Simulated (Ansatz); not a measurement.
# Lattice dynamics of In (I4/mmm, 1 atom in the cell), part 2 of 2

The cell of In (I4/mmm, 1 atom in the cell) is at rest. What are its phonons?

Ansatz 0.2.0; DFT PBEsol, scalar-relativistic, plane waves, PAW; PAW set soft_1.

So far: Set-up; Response at finite wavevector.

**2. Response at finite wavevector (continued)**

Tetrahedra on a 24×24×28 mesh, mean over bins of 1 cm-1. Interpolated from a 4×4×4 q mesh. Phonon density of states against wavenumber; read off at these points:

```
wavenumber (cm⁻¹)  phonon density of states (1/cm⁻¹/cell)
              0.5                                  1.0e-5
              3.5                                  4.9e-4
              6.5                                 0.00133
             10.5                                 0.00298
             13.5                                  0.0046
             16.5                                  0.0068
             19.5                                  0.0106
             23.5                                  0.0242
             26.5                                  0.0263
             29.5                                  0.0281
             32.5                                  0.0306
             35.5                                  0.0344
             39.5                                  0.0442
             42.5                                  0.0592
             45.5                                  0.0619
             46.5                                  0.0638
             48.5                                  0.0447
             51.5                                  0.0301
             55.5                                  0.0259
             58.5                                  0.0240
             61.5                                  0.0229
             64.5                                  0.0221
             68.5                                  0.0215
             71.5                                  0.0215
             74.5                                  0.0218
             77.5                                  0.0229
             80.5                                  0.0238
             84.5                                  0.0236
             87.5                                  0.0209
             90.5                                  0.0244
             93.5                                  0.0294
             94.5                                  0.0306
             96.5                                  0.0270
            100.5                                  0.0233
            103.5                                  0.0240
            106.5                                  0.0323
            109.5                                  0.0443
            111.5                                  0.0599
            113.5                                  0.0329
            116.5                                  0.0183
            119.5                                  1.0e-5
```

Second derivatives of the energy by pair, one row for each kind of neighbour of each atom listed. Each entry sums the pair over the periodic images of the supercell that the q mesh stands for, and in a polar crystal it holds the long-range dipole part too. Force constants by pair, by row:

```
atom  neighbour  distance (Å)  third of the trace (eV/Å²)  along the pair's line (eV/Å²)
 In1     itself             0                       2.209                              –
 In1         In         3.172                     -0.2912                         -1.152
 In1         In         3.388                     -0.1441                        -0.6084
 In1         In         4.486                     -0.0201                        -0.0579
 In1         In         5.079                     -0.0085                        -0.0248
 In1         In         5.622                      0.0103                         0.0306
 In1         In         5.989                      0.0057                         0.0212
 In1         In         6.345                      0.0173                         0.0716
 In1         In         6.777                     -0.0114                        -0.0228
```

Harmonic thermodynamic functions per atom, from the density of states. Interpolated from a 4×4×4 q mesh. Thermodynamic functions, by row:

```
T (K)  F_vib (meV/atom)  S (J/mol-atom/K)  C_V (J/mol-atom/K)
    0             12.27                 0                   0
   50              8.95              15.8               18.31
  100              -3.3             30.31               22.87
  200            -44.15              46.8               24.39
  300            -98.16             56.76               24.69
  400            -160.8             63.88                24.8
  500              -230             69.42               24.85
  600            -304.4             73.95               24.88
  700            -383.1             77.79                24.9
  800            -465.5             81.12               24.91
  900            -551.1             84.05               24.91
 1000            -639.6             86.68               24.92
```

Harmonic mean-square displacement, third of the trace. Interpolated from a 4×4×4 q mesh. Mean square displacements, by row:

```
T (K)  In1 U_eq (Å²)
    0        0.00293
  100        0.01311
  300        0.03842
  600        0.07666
```

Symmetry leaves 13 wavevectors to solve. The lowest mode among them, the acoustic zeros apart, lies at q = (0, 0.25, 0) and is real, 19.1 cm⁻¹.

**3. Isotope substitution**

An isotope changes the mass and not the force constants, so no new electronic calculation is needed; the shifts show which modes move this element.

The same force constants with the mass of In changed from 114.818 to 112.904 u (phonopy, no LO-TO term). Both lists are sorted by frequency. Modes under 3 cm⁻¹ are left out. Isotope shifts, by row:

```
       q  rank  natural mass (cm⁻¹)  changed mass (cm⁻¹)
0 0 0.25     1                30.04                30.29
0 0 0.25     2                53.54                53.99
0 0 0.25     3                82.42                83.11
0 0 -0.5     1                40.92                41.27
0 0 -0.5     2                85.72                86.45
0 0 -0.5     3                  119                  120
0 0.25 0     1                19.09                19.25
0 0.25 0     2                28.42                28.66
0 0.25 0     3                79.55                80.22
```

With one element every mode shifts by +0.84 %.

**4. Outcome**

| Item | Value |
| --- | --- |
| space group (within 0.01 Å) | I4/mmm |
| volume per atom | 25.6 Å³ |
| electronic character | no gap on this mesh |
| lowest mode on the q mesh (acoustic modes at Γ apart) | 19.1 cm⁻¹ |
| highest frequency on the path or at a solved wavevector | 119 cm⁻¹ |
| zero-point energy per atom | 12.3 meV |
| heat capacity at 300 K | 24.7 J/(mol atoms K) |
| vibrational entropy at 300 K | 56.8 J/(mol atoms K) |
| Debye temperature (second moment) | 134 K |
| imaginary modes on the 4×4×4 q mesh | none |

What this shows: The structure is a minimum as far as tested: no mode is imaginary at the 13 irreducible wavevectors of the 4×4×4 mesh, and the softest away from the acoustic zeros lies at 19 cm⁻¹. With no gap, or one that is small against the smearing, the frequencies hang on the k mesh and the smearing, most of all near Kohn anomalies. The PAW files were made for PBE and serve the other functionals too. A phonon run warned that its eigensolver left some bands unconverged in a pass. These are harmonic frequencies at zero temperature: anharmonic shifts, linewidths and thermal expansion are left out.

[Logs are printed without paths, hosts, clocks, repeated set-up lines and the standing remarks that a program may print on its own settings, such as how far it seeks lower states.]

[Hosts, paths, dates, database ids (printed as entryN), source tags and the programs' standing remarks are cut or masked in the printed files.]
